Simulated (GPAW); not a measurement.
# Surface energy and work function of Ir(110) from slabs of 4 to 14 layers (PBE)

How do energy and work function of Ir(110) films settle with thickness, and what surface energy follows?

How it was computed: GPAW 26.7.0, plane waves at 450 eV with PAW setups; symmetric 1×1 slabs cut at the tabulated lattice constant (two decimals; low-temperature values for the alkali metals), atoms at bulk places, 7.5 Å of vacuum on each side, one in-plane mesh for all thicknesses, Fermi-Dirac smearing of 0.1 eV. Energies are extrapolated to zero smearing and count from the program's reference atoms. Functional PBE. The cell's area is 10.427 Å².

What came out, but for one run:

```tsv
layers	energy (eV)	work function (eV)
4	−33.3728	4.96
5	−42.8596	5.00
6	−52.3090	5.07
7	−61.6645	5.03
8	−71.0370	5.01
9	−80.3902	5.09
10	−89.7619	5.03
11	−99.1101	5.04
12	−108.4812	5.06
14	?	?
```

Q: What surface energy do these runs give, and what energy and work function should the 14-layer slab have?

Worked answer. A slab of n layers has E(n) = nε + 2Aγ once its middle is bulk-like. A line through n = 6 to 12 has the slope ε = −9.3619 eV a layer and the intercept 2Aγ = 3.8635 eV (r.m.s. residual 4.9 meV). So γ = 3.8635 / (2 × 10.427 Å²) = 0.1853 eV/Å² = 2.97 J/m², with a standard error of about 0.01 J/m² from the scatter about the line. For 14 layers: 3.8635 + 14 × (−9.3619) = −127.203 eV; the run gives −127.230 eV, 26.9 meV under the line. The work function has no such law: from 6 to 12 layers it moves between 5.01 and 5.09 eV (mean 5.05), and the 14-layer slab gives 5.03 eV. The thinnest slab, 4 layers, lies −0.09 eV from that mean. The values go up and down with thickness, as expected where levels confined across the film cross the Fermi level one by one. The measured value for this face is 5.42 eV (“Anisotropic work function of elemental crystals” (2019, arxiv:1902.07811)), for a face that reconstructs.

Caveats: The surfaces are unrelaxed, so γ is an upper bound for this functional and lattice constant. The tabulated lattice constant isn't the functional's own, which strains the slab a little. Spin-orbit coupling is left out.

[Logs are printed without paths, hosts, clocks, repeated set-up lines and the standing remarks that a program may print on its own settings, such as how far it seeks lower states.]
